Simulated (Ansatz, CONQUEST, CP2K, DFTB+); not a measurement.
# CONQUEST runs on graphene zigzag nanoribbon, H-capped, B on C sites (72 atoms)

Wanted: CONQUEST inputs and outputs for graphene zigzag nanoribbon, H-capped, B on C sites (72 atoms), checked against a plane-wave reference.

Program: CONQUEST 1.3. Level of theory: the method is named at each step. Results are calculated unless marked as measured.

### 1. Set-up

The cell holds 72 atoms: 57 C, 7 B and 8 H. Cell: a = 9.840 Å, b = 27.803 Å, c = 10.000 Å, α = 90.0°, β = 90.0°, γ = 90.0°. It derives from C (graphene). Graphene (a = 2.46 Å), rectangular cell with x along the zigzag direction; strip nominally 18 Å wide, 4 periods, edges capped with H, 10 Å of vacuum, 7 of 64 C replaced by B at random; not relaxed, displaced by a Gaussian of 0.02 Å. Then every atom was moved at random, 0.02 Å r.m.s. a Cartesian component (hydrogen 0.6 of that). Regions: sheet, 64 atoms (57 C and 7 B); hydrogen, 8 atoms (8 H). Vacuum lies along b and c. The structure's axis is a.

The yardstick, on the same geometry:

| Item | Value |
| --- | --- |
| method | Kohn-Sham DFT, PBE, PAW, plane waves (Ansatz 0.2.0); cutoff 420 eV, Γ point, fermi-dirac smearing of 0.05 eV; PAW set soft_2 |
| r.m.s. force component | 1.984 eV/Å |
| longest force | 9.043 eV/Å |
| SCF cycles | 20 |
| time | 11 s on 4 threads of AMD EPYC 9R45, shared host |
| CPU time | 41 s |

### 2. PBE, grid 80 Ha

Method: Kohn-Sham DFT, PBE, norm-conserving pseudopotentials, pseudo-atomic orbitals (double zeta with polarisation), diagonalisation.

The .ion files beside the input carry potential, basis and functional.

Input file Conquest_input:

```
IO.Title cell
IO.Coordinates coords.dat
IO.FractionalAtomicCoords T
IO.Iprint 1
General.NumberOfSpecies 3
AtomMove.TypeOfRun static
AtomMove.CalcStress F
Grid.GridCutoff 80
DM.SolutionMethod diagon
SC.MaxIters 100
SC.LinearMixingFactor 0.1
SC.KerkerPreCondition T
minE.SCTolerance 1e-06
Diag.kT 0.001837
Diag.MPMesh T
Diag.GammaCentred T
Diag.MPMeshX 1
Diag.MPMeshY 1
Diag.MPMeshZ 1
%block ChemicalSpeciesLabel
1 12.011 C
2 10.810 B
3 1.008 H
%endblock
```

Input file coords.dat:

```
18.594905 0.000000 0.000000
0.000000 52.540244 0.000000
0.000000 0.000000 18.897261
72
0.99682 0.24586 0.49900 1 T T T
0.12412 0.22017 0.49892 1 T T T
0.12305 0.32107 0.49858 1 T T T
0.99836 0.29604 0.50255 1 T T T
0.99784 0.39998 0.49978 1 T T T
0.12630 0.37399 0.50461 1 T T T
0.12328 0.47256 0.50078 1 T T T
0.99602 0.45010 0.49554 2 T T T
0.99824 0.55084 0.50119 1 T T T
0.12674 0.52482 0.49502 1 T T T
0.12811 0.62657 0.50254 1 T T T
0.99616 0.60117 0.49558 1 T T T
0.99696 0.70567 0.49848 2 T T T
0.12625 0.67754 0.50407 1 T T T
0.12753 0.78139 0.50447 1 T T T
0.99914 0.75631 0.50113 1 T T T
0.24853 0.24488 0.50127 1 T T T
0.37429 0.21868 0.49931 1 T T T
0.37203 0.32108 0.50157 1 T T T
0.24790 0.29580 0.49669 1 T T T
0.24676 0.39875 0.50089 1 T T T
0.37571 0.37306 0.49809 1 T T T
0.37414 0.47620 0.49923 1 T T T
0.25141 0.44921 0.50070 1 T T T
0.24855 0.55069 0.50280 1 T T T
0.37568 0.52475 0.50376 2 T T T
0.38131 0.62841 0.49850 1 T T T
0.24783 0.60323 0.50073 2 T T T
0.24925 0.70380 0.50360 1 T T T
0.37841 0.67854 0.49936 1 T T T
0.38093 0.78126 0.50145 1 T T T
0.24617 0.75490 0.49950 2 T T T
0.49938 0.24388 0.50449 1 T T T
0.62174 0.21722 0.50089 1 T T T
0.62964 0.32130 0.49881 1 T T T
0.50268 0.29570 0.49786 1 T T T
0.49589 0.39703 0.50153 1 T T T
0.62946 0.37041 0.50119 1 T T T
0.62063 0.47433 0.49779 1 T T T
0.49926 0.44806 0.49999 2 T T T
0.49897 0.55196 0.49456 1 T T T
0.62245 0.52429 0.50199 1 T T T
0.62486 0.62946 0.49927 1 T T T
0.49797 0.60151 0.50290 1 T T T
0.50560 0.70447 0.50326 1 T T T
0.62258 0.67710 0.49591 1 T T T
0.62551 0.78125 0.49662 1 T T T
0.49802 0.75466 0.50058 2 T T T
0.75048 0.24492 0.50176 1 T T T
0.87632 0.22051 0.50274 1 T T T
0.87911 0.32256 0.49866 1 T T T
0.75566 0.29543 0.50466 1 T T T
0.74987 0.39819 0.49463 1 T T T
0.87885 0.37143 0.50073 1 T T T
0.87157 0.47421 0.50308 1 T T T
0.74955 0.44929 0.50388 1 T T T
[... 12 atom lines left out ...]
0.62378 0.17833 0.50216 3 T T T
0.62301 0.81901 0.50326 3 T T T
0.87229 0.17836 0.50161 3 T T T
0.87392 0.81981 0.50047 3 T T T
```

Command:

```sh
> OMP_NUM_THREADS=1 mpirun -np 2 Conquest > output.txt
```

Numbers of over 12 decimals in the logs are rounded to 6 here.

Conquest_out:

```text
      Simulation cell dimensions:    18.5949 a0 x    52.5402 a0 x    18.8973 a0
        This calculation includes non-local pseudopotentials,
         with a maximum core radius of      6.81425162
    Job title: cell
    Job to be run: static calculation
    Ground state search:
      Support functions represented with PAO basis
      1:1 PAO to SF mapping
      Non-spin-polarised electrons
      Solving for the K matrix using diagonalisation
      Using Fermi-Dirac smearing
    Integration grid size:     80 x  216 x   80
    Integration grid spacing:  0.232 a0 x 0.243 a0 x 0.236 a0
    Number of species:  3
    --------------------------------------------------------
    |   #  mass (au)  Charge (e)  SF Rad (a0)  NSF  Label  |
    --------------------------------------------------------
    |   1     12.011       4.000        6.568   13  C      |
    |   2     10.810       3.000        7.297   13  B      |
    |   3      1.008       1.000        7.054    5  H      |
    --------------------------------------------------------
          SCF tolerance:                 0.00000100
          SCF iterations:               100
    The calculation will be performed on     2 processes
    The calculation will be performed on     1 thread
    Using the default matrix multiplication kernel
    The functional used will be GGA PBE96
    set_atom_dens: In set_atomic_density, electrons :     257.000000000000
    PulayMixSC: Starting Pulay mixing, A_up =  0.100 A_dn =  0.100
    PulayMixSC: Spin non-polarised calculation.
    PulayMixSC: with Kerker preconditioning, q0 =  0.100
          Harris-Foulkes Energy            :      -369.040203 Ha
          Free Energy (E-TS)               :      -369.043018 Ha
    PulayMixSC: Pulay iteration     1 residual:              0.33435E-02
          Harris-Foulkes Energy            :      -368.695631 Ha
          Free Energy (E-TS)               :      -368.698479 Ha
    PulayMixSC: Pulay iteration     2 residual:              0.29530E-02
          Harris-Foulkes Energy            :      -367.568989 Ha
          Free Energy (E-TS)               :      -367.574898 Ha
    PulayMixSC: Pulay iteration     3 residual:              0.97486E-03
          Harris-Foulkes Energy            :      -367.494031 Ha
[... 106 lines of further cycles ...]
    PulayMixSC: Pulay iteration    39 residual:              0.13326E-05
          Harris-Foulkes Energy            :      -367.421133 Ha
          Free Energy (E-TS)               :      -367.428690 Ha
    PulayMixSC: Pulay iteration    40 residual:              0.11522E-05
          Harris-Foulkes Energy            :      -367.421134 Ha
          Free Energy (E-TS)               :      -367.428690 Ha
    PulayMixSC: Pulay iteration    41 residual:              0.10616E-05
          Harris-Foulkes Energy            :      -367.421140 Ha
          Free Energy (E-TS)               :      -367.428694 Ha
    PulayMixSC: Pulay iteration    42 residual:              0.82978E-06
    PulayMixSC: Reached SCF tolerance of  0.82978E-06 after     42 iterations
      | Number of electrons      =       257.000126
      | GS Energy as E-(1/2)TS   =      -367.424917 Ha
      | Free Energy as E-TS      =      -367.428694 Ha
      |* Harris-Foulkes energy   =      -367.421140 Ha
      |* DFT total energy        =      -367.421184 Ha
    force: Forces on atoms (Ha/a0)
    force:  Atom   X              Y              Z
    force:     1   0.0385405242  -0.0402957310   0.0055635813
    force:     2  -0.0102650460  -0.0066650077   0.0017424598
    force:     3   0.0142160270   0.0272997864   0.0083860685
    force:     4   0.0292885162   0.0213048999  -0.0104100034
    force:     5   0.0224684037  -0.1217750024   0.0055998592
    force:     6  -0.0538099628  -0.0347709643  -0.0116931193
    force:     7   0.0619454384   0.1040302350  -0.0124542463
    force:     8   0.0127745725  -0.0150223359   0.0035833876
    force:     9  -0.0080091488  -0.0144888995  -0.0159639657
    force:    10  -0.0078518972  -0.0232277664   0.0188800118
    force:    11  -0.1633309767   0.0882299483  -0.0028137514
    force:    12   0.0324056862   0.0162562771   0.0079598622
    force:    13   0.0527559190  -0.0444755289   0.0017536778
    force:    14   0.0251728866  -0.0273301543   0.0005162206
    force:    15  -0.1245958754   0.0569554253  -0.0112988964
    force:    16   0.0156689048   0.1098418425   0.0080687994
    force:    17   0.0105060622  -0.0279823021  -0.0097939897
    force:    18  -0.0123508822   0.0120295709   0.0089148710
    force:    19   0.0398236223   0.0013324648  -0.0139681289
    force:    20   0.0027609657   0.0089372511   0.0098500417
    force:    21   0.0536904950  -0.0063965680   0.0005312893
    force:    22  -0.0444534098  -0.0371653992   0.0079729942
    force:    23  -0.0570385018  -0.1281920614   0.0013821476
    force:    24   0.0065173148   0.0120551381  -0.0001604541
[...]
force:    65  -0.0056936870   0.0091490255  -0.0002113895
    force:    66   0.0033149830  -0.0021749004   0.0051326472
    force:    67  -0.0007021264   0.0032826561  -0.0006682916
    force:    68   0.0040476312   0.0511175677   0.0003347027
    force:    69   0.0007402674  -0.0145071806  -0.0007131179
    force:    70   0.0084882320   0.0442774801  -0.0022453397
    force:    71   0.0070247188   0.0357701325   0.0003254246
    force:    72  -0.0017249253   0.0134202498   0.0007691788
    force: Maximum force :        0.16333098(Ha/a0) on atom        11 in x direction
    force: Force Residual:        0.07113325 Ha/a0
    get_E_and_F: Change in energy during last step of electronic optimisation: -0.60870E-05
```

It took 2.5 min on 2 MPI ranks of AMD EPYC 9R45, shared host; peak memory 3.9 GiB; 4.9 min of CPU time.

Banners, paths, timers and routine set-up lines are dropped from the logs unmarked, and long logs keep their key lines alone; longer cuts are marked.

Compared with the plane-wave run:

- r.m.s. force component: 2.112 eV/Å
- r.m.s. difference of force components: 182.8 meV/Å
- longest difference of force vectors: 675.8 meV/Å
- force difference over r.m.s. force: 9.214 %
- slope of forces against the reference's: 1.062
- correlation of force components: 0.998

Length of the force difference by element (eV/Å):

```csv
element,atoms,mean,most
B,7,0.32,0.50
C,57,0.25,0.59
H,8,0.47,0.68
```

Local excerpt of 10 atoms (numbers count through the whole input) about C11, which bears the longest force; x, y, z are measured from there.

```csv
atom,x,y,z,distance (Å),bonds,Fx,Fy,Fz (eV/Å)
C11,0.00,0.00,0.00,0.00,3,-8.40,4.54,-0.14
B28,1.18,-0.65,-0.02,1.35,3,5.65,-4.31,-0.10
C14,-0.02,1.42,0.02,1.42,3,1.29,-1.41,0.03
C12,-1.30,-0.71,-0.07,1.48,3,1.67,0.84,0.41
C25,1.19,-2.11,0.00,2.42,3,-3.01,0.66,-0.16
C29,1.19,2.15,0.01,2.46,3,0.71,-4.42,-0.20
C9,-1.28,-2.11,-0.01,2.46,3,-0.41,-0.75,-0.82
C27,2.49,0.05,-0.04,2.49,3,-1.79,1.32,0.08
C59,-2.50,0.06,-0.07,2.50,3,-1.87,-0.86,0.74
B13,-1.29,2.20,-0.04,2.55,3,2.71,-2.29,0.09
```

Forces lie 9.2 % from the reference's, at 7.2 times its CPU time (on 2 against 4 cores).

### 3. PBEsol, grid 80 Ha

Method: Kohn-Sham DFT, PBEsol, norm-conserving pseudopotentials, pseudo-atomic orbitals (double zeta with polarisation), diagonalisation.

The pseudopotential files are exchanged too: the .ion files are now those for PBEsol.

Conquest_input is that of step 2.

coords.dat is that of step 2.

Conquest_out:

```text
      Simulation cell dimensions:    18.5949 a0 x    52.5402 a0 x    18.8973 a0
        This calculation includes non-local pseudopotentials,
         with a maximum core radius of      6.81425162
    Job title: cell
    Job to be run: static calculation
    Ground state search:
      Support functions represented with PAO basis
      1:1 PAO to SF mapping
      Non-spin-polarised electrons
      Solving for the K matrix using diagonalisation
      Using Fermi-Dirac smearing
    Integration grid size:     80 x  216 x   80
[... lines left out ...]
          Free Energy (E-TS)               :      -367.876751 Ha
[... lines left out ...]
          Free Energy (E-TS)               :      -367.510140 Ha
[... lines left out ...]
          Free Energy (E-TS)               :      -366.317204 Ha
[... lines left out ...]
          Free Energy (E-TS)               :      -366.173692 Ha
[... lines left out ...]
          Harris-Foulkes Energy            :      -366.166090 Ha
          Free Energy (E-TS)               :      -366.173695 Ha
    PulayMixSC: Pulay iteration    39 residual:              0.11576E-05
          Harris-Foulkes Energy            :      -366.166095 Ha
          Free Energy (E-TS)               :      -366.173698 Ha
    PulayMixSC: Pulay iteration    40 residual:              0.95835E-06
    PulayMixSC: Reached SCF tolerance of  0.95835E-06 after     40 iterations
      | Number of electrons      =       257.000128
      | GS Energy as E-(1/2)TS   =      -366.169896 Ha
      | Free Energy as E-TS      =      -366.173698 Ha
      |* Harris-Foulkes energy   =      -366.166095 Ha
      |* DFT total energy        =      -366.166143 Ha
    force: Forces on atoms (Ha/a0)
    force:  Atom   X              Y              Z
    force:     1   0.0390969488  -0.0392758826   0.0055603876
    force:     2  -0.0108413262  -0.0024044588   0.0017415318
    force:     3   0.0140165612   0.0279375016   0.0083838844
[...]
force:    71   0.0067130394   0.0333998961   0.0003827214
    force:    72  -0.0018094590   0.0164470753   0.0007772440
    force: Maximum force :        0.16683724(Ha/a0) on atom        11 in x direction
    force: Force Residual:        0.07142555 Ha/a0
    get_E_and_F: Change in energy during last step of electronic optimisation: -0.44213E-05
```

Elapsed: 2.2 min, on 2 MPI ranks; peak memory 4 GiB; 4.3 min of CPU time.

Against the reference:

- r.m.s. force component: 2.121 eV/Å
- r.m.s. difference of force components: 205.9 meV/Å
- longest difference of force vectors: 830.1 meV/Å
- force difference over r.m.s. force: 10.38 %
- slope of forces against the reference's: 1.066
- correlation of force components: 0.9972

Against the first run (9.2 %), the force difference from the reference is 10 %, at 0.88 times the CPU time; the model has changed, so this is no error of the program alone.

[end of part 1 of 2]

[Also dropped from logs without a mark: logging warnings of Python, and SIESTA's first energy breakdown and zero terms.]

[Logs are printed without paths, hosts, clocks, repeated set-up lines and the standing remarks that a program may print on its own settings, such as how far it seeks lower states.]

[Hosts, paths, dates, database ids (printed as entryN), source tags and the programs' standing remarks are cut or masked in the printed files.]
